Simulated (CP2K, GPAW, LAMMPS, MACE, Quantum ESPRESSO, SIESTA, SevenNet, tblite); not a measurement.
**Amorphous 43Bi2O3-57BaO (mol %) (99 atoms) in other programs, against a plane-wave reference**

Aim: run amorphous 43Bi2O3-57BaO (mol %) (99 atoms) in several programs and set results and cost side by side. A plane-wave run serves as the reference.

Program: Quantum ESPRESSO 7.5. Level of theory: Kohn-Sham DFT, PBE, SSSP efficiency 1.3.0 pseudopotentials, plane waves. Results are calculated unless marked as measured.

## Step 1: The starting structure

The cell holds 99 atoms: 26 Bi, 17 Ba and 56 O. Its edges and angles: a = 11.487 Å, b = 11.487 Å, c = 11.487 Å, α = 90.0°, β = 90.0°, γ = 90.0°. 99 atoms (26 Gd, 17 Ba, 56 O) placed at random at 8.51 g/cm³, melted at 5000 K for 10 ps at fixed volume with the Morse and Coulomb pair potential with partial charges (Pedone, Malavasi, Menziani, Cormack and Segre, J. Phys. Chem. B 110, 11780 (2006)). Quenched from 5000 K to 300 K at 50 K/ps and fixed volume, held 5 ps, then minimised at fixed cell. Then Gd was replaced by Bi and the cell scaled by 1.02 (the potential has no terms for the new elements, so the cell is a start for a DFT relaxation).

## Step 2: The reference run

pw.in

```
&control
  calculation = 'scf'
  pseudo_dir = './pseudo'
  outdir = './tmp'
  disk_io = 'none'
  tprnfor = .true.
  tstress = .true.
/
&system
  ibrav = 0
  nat = 99
  ntyp = 3
  ecutwfc = 60
  ecutrho = 480
  nosym = .true.
  occupations = 'smearing'
  smearing = 'fd'
  degauss = 0.003675
/
&electrons
  conv_thr = 5.0e-07
  electron_maxstep = 100
  mixing_beta = 0.4
  mixing_mode = 'plain'
  diagonalization = 'david'
/
ATOMIC_SPECIES
Bi 208.980 Bi.upf
Ba 137.327 Ba.upf
O 15.999 O.upf
CELL_PARAMETERS angstrom
11.48663 0.00000 0.00000
0.00000 11.48663 0.00000
0.00000 0.00000 11.48663
ATOMIC_POSITIONS crystal
Bi 0.01221 0.60466 0.53490
Bi 0.77930 0.52771 0.85050
Bi 0.06710 0.86998 0.40233
Bi 0.51627 0.30639 0.76565
Bi 0.32039 0.29872 0.25066
Bi 0.30872 0.73930 0.54519
Bi 0.25809 0.20618 0.86356
Bi 0.72440 0.28596 0.22910
Bi 0.87425 0.74381 0.72940
Bi 0.47443 0.99914 0.72000
Bi 0.74747 0.99480 0.18584
Bi 0.88699 0.22041 0.97787
[... 83 atom lines left out ...]
O 0.50916 0.32439 0.20707
O 0.14061 0.29547 0.54925
O 0.61947 0.12039 0.30193
O 0.20454 0.40105 0.81345
K_POINTS gamma
```

Command:

```sh
> OMP_NUM_THREADS=1 mpirun -np 4 pw.x -in pw.in > output.txt
```

Output:

```text
Program PWSCF
     gamma-point specific algorithms are used
     one sub-group per band group will be used
     scalapack distributed-memory algorithm (size of sub-group:  2*  2 procs)
     Parallelization info
     sticks:   dense  smooth     PW     G-vecs:    dense   smooth      PW
     Min        4497    2250    559               453806   160546   20095
     Max        4500    2251    562               453812   160549   20102
     Sum       17993    9001   2241              1815231   642187   80389
     bravais-lattice index     =            0
     lattice parameter (alat)  =      21.7066  a.u.
     unit-cell volume          =   10227.6180 (a.u.)^3
     number of atoms/cell      =           99
     number of atomic types    =            3
     number of electrons       =       896.00
[... lines left out ...]
     scf convergence threshold =      5.0E-07
[... lines left out ...]
     number of k points=     1  Fermi-Dirac smearing, width (Ry)=  0.0037
[... lines left out ...]
     total energy              =  -14559.16836128 Ry
[... lines left out ...]
     total energy              =  -14563.65484417 Ry
[... lines left out ...]
     total energy              =  -14565.58051384 Ry
[... lines left out ...]
     total energy              =  -14566.98856357 Ry
[... lines left out ...]
     total energy              =  -14566.98856374 Ry
[... lines left out ...]
   -13.7017 -10.6909 -10.6618 -10.6152 -10.6031 -10.5188 -10.4902 -10.4770
[...]
17.9773  18.0061  18.0188  18.0725  18.0895  18.0931  18.1380  18.1463
    18.2282  18.2555  18.3154  18.3597  18.3909  18.4148  18.4238  18.5009
    18.5233  18.5816
     the Fermi energy is    13.4411 ev
!    total energy              =  -14566.98856379 Ry
     estimated scf accuracy    <       0.00000026 Ry
     smearing contrib. (-TS)   =      -0.00000102 Ry
     internal energy E=F+TS    =  -14566.98856277 Ry
     The total energy is F=E-TS. E is the sum of the following terms:
     one-electron contribution =   -1548.07690332 Ry
     hartree contribution      =    1480.80504492 Ry
     xc contribution           =   -2452.44239996 Ry
     ewald contribution        =   -5139.56566642 Ry
     one-center paw contrib.   =   -6907.70863799 Ry
     convergence has been achieved in  20 iterations
     negative rho (up, down):  1.066E+00 0.000E+00
     Forces acting on atoms (cartesian axes, Ry/au):
     atom    1 type  1   force =    -0.00685727    0.02614462    0.00978786
     atom    2 type  1   force =     0.00500041   -0.02968300    0.01293264
     atom    3 type  1   force =    -0.02202216   -0.00893392   -0.00090561
[...]
atom   98 type  3   force =     0.01039427   -0.03338649   -0.04772638
     atom   99 type  3   force =    -0.02331398    0.01203694    0.01996683
     Total force =     0.465998     Total SCF correction =     0.000409
     Computing stress (Cartesian axis) and pressure
     negative rho (up, down):  1.066E+00 0.000E+00
          total   stress  (Ry/bohr**3)                   (kbar)     P=      212.30
   0.00159723  -0.00001863  -0.00006406          234.96       -2.74       -9.42
  -0.00001863   0.00120569   0.00001576           -2.74      177.36        2.32
  -0.00006406   0.00001576   0.00152656           -9.42        2.32      224.56
     Message from routine punch:
     Nothing written, as per user request (disk_io='none')
```

Elapsed: 13 min, on 4 MPI ranks of Arm Neoverse V1, shared host; peak memory 5.3 GiB; 51 min of CPU time.

Banners, paths, timers and routine set-up lines are dropped from the logs unmarked, and long logs keep their key lines alone; longer cuts are marked.

Numbers from this run:

- r.m.s. force component: 0.6952 eV/Å
- longest force: 2.42 eV/Å
- pressure: 21.23 GPa
- gap (highest filled to lowest empty level): 1.235 eV

## Step 3: Local order

Density 9.49 g/cm³, 15.31 Å³ an atom.

Pair distribution functions g(r), in bins of 0.2 Å:

```csv
r (Å),total,O-O,O-Bi,O-Ba,Bi-Bi,Bi-Ba,Ba-Ba
2.10,0.50,0.00,1.68,0.00,0.00,0.00,0.00
2.30,2.40,0.00,8.07,0.00,0.00,0.00,0.00
2.50,0.89,0.06,1.98,1.46,0.00,0.00,0.00
2.70,1.36,0.46,0.33,5.73,0.00,0.00,0.00
2.90,1.36,2.12,0.25,2.81,0.21,0.15,1.01
3.10,1.35,2.76,0.18,0.67,1.51,1.57,1.34
3.30,1.13,1.95,0.27,0.35,2.09,1.86,1.54
3.50,0.99,1.42,0.24,0.36,2.15,2.21,1.70
3.70,0.88,1.01,0.33,0.32,1.44,2.80,1.53
3.90,0.68,0.54,0.60,0.55,1.43,1.27,0.54
4.10,0.67,0.41,0.69,0.41,1.19,1.55,1.00
4.30,0.78,0.71,0.83,0.65,0.97,1.03,0.91
4.50,1.02,1.13,1.21,0.45,1.50,0.81,1.23
4.70,1.00,0.79,1.39,1.06,0.74,0.86,0.19
4.90,1.07,0.83,1.41,1.23,0.37,1.02,0.70
5.10,1.29,1.04,1.70,1.58,0.48,0.89,1.12
5.30,1.17,1.10,1.25,1.61,0.44,0.63,1.31
5.50,1.08,0.90,1.22,1.63,0.41,0.36,1.53
```

Bonds by pair of elements; cutoffs follow the first minimum of g(r), held within bounds set by covalent radii, and pairs that aren't listed don't count as bonded (cutoffs were set anew for this text, so counts can differ from the run's own analysis):

| pair A-B | cutoff (Å) | bonds | mean length (Å) | spread (Å) | shortest (Å) | B about A | A about B |
| --- | --- | --- | --- | --- | --- | --- | --- |
| O-Bi | 2.73 | 154 | 2.32 | 0.106 | 2.13 | 2.75 | 5.92 |
| O-Ba | 3.29 | 131 | 2.78 | 0.163 | 2.50 | 2.34 | 7.71 |

How many atoms have how many bonded neighbours:

```csv
element,mean,4,5,6,7,8,9
Ba,7.71,0,0,2,4,8,3
Bi,5.92,0,3,22,1,0,0
O,5.09,13,25,18,0,0,0
```

## Step 4: What was run beside it

The programs:
- CP2K 2026.2: Gaussian basis with GTH pseudopotentials and a plane-wave density; labels give functional, basis (MOLOPT sets; SR short-range, UZH the newer set with its own potentials), grid cutoff/relative cutoff and solver (OT: orbital transformation; TRS4, TC2, SIGN: linear-scaling purification with its sparsity filter), or its built-in tight binding.
- GPAW 26.7.0: PAW with atomic orbitals (LCAO), plane waves or a real-space grid of spacing h.
- MACE: machine-learned potential, published weights.
- SIESTA 5.4.2: numerical atomic orbitals, whose automatically made sets are far from complete, with PseudoDojo norm-conserving potentials that we converted to its format (checked against plane waves on the same files for H, C, O, Si, Ge and Ca alone); labels give functional, basis size, energy shift and mesh cutoff.
- SevenNet: machine-learned potential, published weights.

All use the same cell and atoms; the electronic-structure runs use the same k-mesh, and an electronic temperature of 580 K (0.05 eV) where levels are smeared.

Differences are against the plane-wave reference, forces as r.m.s. over components; share is that over the reference's r.m.s. force, slope the least-squares factor from reference forces to these. Total energies of different programs have different zeros and aren't compared.

```
                                                         run  Δ force, r.m.s. (meV/Å)  share (%)  slope  Δ pressure (GPa)  Δ gap (eV)  cores  CPU time  memory (GiB)
                                                   reference                        -          -      -                 -           -      4    51 min           5.3
              CP2K PBE, DZVP-UZH, 600/50 Ry, diagonalisation                     91.9       13.2  1.077              4.63     -0.0802      4    11 min           8.8
CP2K PBE, SZV-MOLOPT-SR, 600/50 Ry, diagonalisation (coarse)                      698        100  1.634              24.5      -0.559      2   6.2 min           4.7
                                GPAW PBE, LCAO dzp, h 0.15 Å                      111       15.9  1.110                 -     -0.0389      2    26 min           4.9
                                GPAW PBE, LCAO dzp, h 0.18 Å                      112       16.1  1.107                 -     -0.0403      2    17 min           3.4
                   GPAW PBE, LCAO sz(dzp), h 0.18 Å (coarse)                      252       36.3  1.236                 -      -0.217      1   4.8 min           2.2
                  GPAW PBE, LCAO szp(dzp), h 0.18 Å (coarse)                      180       25.9  1.168                 -      -0.132      1    11 min           2.6
                                 MACE MP-0b2 small potential                      191       27.4  0.878             0.498           -      1     8.3 s          0.66
                                MACE MP-0b3 medium potential                      168       24.2  0.889            -0.674           -      1      11 s           1.1
                 SIESTA PBE, DZP, shift 0.01 Ry, mesh 500 Ry                      341       49.0  1.304              2.57       0.117      4    10 min           3.3
         SIESTA PBE, SZ, shift 0.01 Ry, mesh 500 Ry (coarse)                      639       92.0  1.600              11.3      -0.472      1     3 min           1.2
         SIESTA PBE, SZ, shift 0.02 Ry, mesh 500 Ry (coarse)                      606       87.2  1.490              1.10      -0.553      1   2.5 min           1.1
                                        SevenNet 0 potential                      188       27.1  0.914             -1.57           -      1     9.8 s          0.93
```

Rows marked coarse were listed beforehand as settings not expected to be converged; some can still land near the reference.

Times of the machine-learned potentials are mostly Python's start and the loading of weights.

CPU time is summed over cores on a shared host, where runs went side by side, so it is rough. Symmetry, cutoffs, thresholds, outputs and thread counts weren't matched or tuned between programs; memory under MPI is the largest rank's times the ranks.

Runs without a result: tblite GFN1-xTB (ended with an error: overlap matrix not positive definite); CP2K PBE, SZV-MOLOPT-SR, 600/50 Ry, TRS4 filter 1e-06, SCF 1e-06 (cut off at its time limit of 8.6 min, the SCF not settling); CP2K PBE, SZV-MOLOPT-SR, 600/50 Ry, TRS4 filter 1e-04, SCF 1e-05 (cut off at its time limit of 8.6 min, the SCF not settling); CP2K PBE, SZV-MOLOPT-SR, 600/50 Ry, TRS4 filter 1e-05, SCF 1e-06 (cut off at its time limit of 8.6 min, the SCF not settling).

Mean charges by element (e), by run and scheme:

```csv
run,scheme,Bi,Ba,O
"CP2K PBE, DZVP-UZH, 600/50 Ry, diagonalisation",Mulliken,+1.53,+1.12,-1.05
"CP2K PBE, DZVP-UZH, 600/50 Ry, diagonalisation",Hirshfeld,+0.58,+0.29,-0.36
"SIESTA PBE, DZP, shift 0.01 Ry, mesh 500 Ry",Hirshfeld,+0.52,+0.35,-0.35
```

Within one program, basis, potentials and functional, energies share a zero. Each run against its twin at the usual cutoff or grid and solver:

```
                         run                twin  Δ energy (meV/atom)  Δ force, r.m.s. (meV/Å)  CPU time over the twin's
GPAW PBE, LCAO dzp, h 0.15 Å  LCAO dzp, h 0.18 Å                -46.6                     18.7                       1.6
```

## Step 5: Outcome

```json
{
 "reference r.m.s. force component": "0.695 eV/Å",
 "nearest in forces": "CP2K PBE, DZVP-UZH, 600/50 Ry, diagonalisation, 13 %",
 "farthest in forces": "CP2K PBE, SZV-MOLOPT-SR, 600/50 Ry, diagonalisation (coarse), 100 %",
 "cheapest electronic-structure run beside the reference": "SIESTA PBE, SZ, shift 0.02 Ry, mesh 500 Ry, 2.5 min of CPU time"
}
```

What this shows: The PBE runs in local orbitals, coarse settings apart, differ by 13 % (CP2K PBE, DZVP-UZH, 600/50 Ry, diagonalisation) to 49 % (SIESTA PBE, DZP, shift 0.01 Ry, mesh 500 Ry); basis, grid and potentials can all enter. Machine-learned potentials differ by 24 % (MACE MP-0b3 medium potential) to 27 % (MACE MP-0b2 small potential); they were trained on other programs' data. Runs with settings chosen to be coarse differ by 26 % (GPAW PBE, LCAO szp(dzp), h 0.18 Å) to 100 % (CP2K PBE, SZV-MOLOPT-SR, 600/50 Ry, diagonalisation), their programs' other errors included. Of the electronic-structure runs that take under half the reference's CPU time, CP2K PBE, DZVP-UZH, 600/50 Ry, diagonalisation comes nearest, at 13 % in 11 min against 51 min; its pressure misses by +4.6 GPa. GPAW PBE, LCAO sz(dzp), h 0.18 Å stiffens the forces by a factor of 1.24 while following their directions (correlation 0.976); the slopes of the 4 GPAW runs lie between 1.11 and 1.24. At the same functional, gaps differ from the reference's 1.24 eV by between -0.56 and +0.12 eV. In pressure, CP2K PBE, SZV-MOLOPT-SR, 600/50 Ry, diagonalisation misses by +24.5 GPa, at the same functional. Charges hang on scheme and program or settings: among these rows the mean for Bi runs from +0.52 to +1.53 e. In the reference: filled and empty levels are parted by 1.24 eV (on the run's k-points); a semilocal functional narrows such gaps, while the missing spin–orbit coupling widens them for these heavy elements, so the errors pull opposite ways. In a disordered cell it changes from sample to sample, and tail or defect levels can set it. In the reference: for some of the pairs, g(r) has its first main peak near 3.1 Å (O-O), 2.3 Å (O-Bi), 2.7 Å (O-Ba), 3.5 Å (Bi-Bi) and 3.6 Å (Bi-Ba). The potentials hold different valence shells: 896 electrons in the reference, 636 in CP2K with SZV-MOLOPT-SR; this bears on time and differences. The reference's pressure holds the uncorrected Pulay stress of its 60 Ry basis, so small pressure differences, and their order, may be the reference's own error. Machine-learned potentials mimic data converged in k, so the reference's own k-point error enters their differences. The quench rate of 50 K/ps is many orders above laboratory rates, so the cell is likely richer in defects and strain than a real sample. The network of bonds at the start is that of the classical potential that made the cell, and needn't be the one that DFT or experiment would give. The reference's stress is far from hydrostatic: its diagonal is 23.5, 17.7, 22.5 GPa, compression counted positive. The reference's pressure of 21 GPa belongs to a cell and atoms that aren't relaxed at this level. The electronic-structure runs sample only Γ, in a cell whose shortest periodic width is 11 Å. Spin–orbit coupling is left out, which matters for the levels of the heavy elements.

[Also dropped from logs without a mark: logging warnings of Python, and SIESTA's first energy breakdown and zero terms.]

[Logs are printed without paths, hosts, clocks, repeated set-up lines and the standing remarks that a program may print on its own settings, such as how far it seeks lower states.]

[Hosts, paths, dates, database ids (printed as entryN), source tags and the programs' standing remarks are cut or masked in the printed files.]
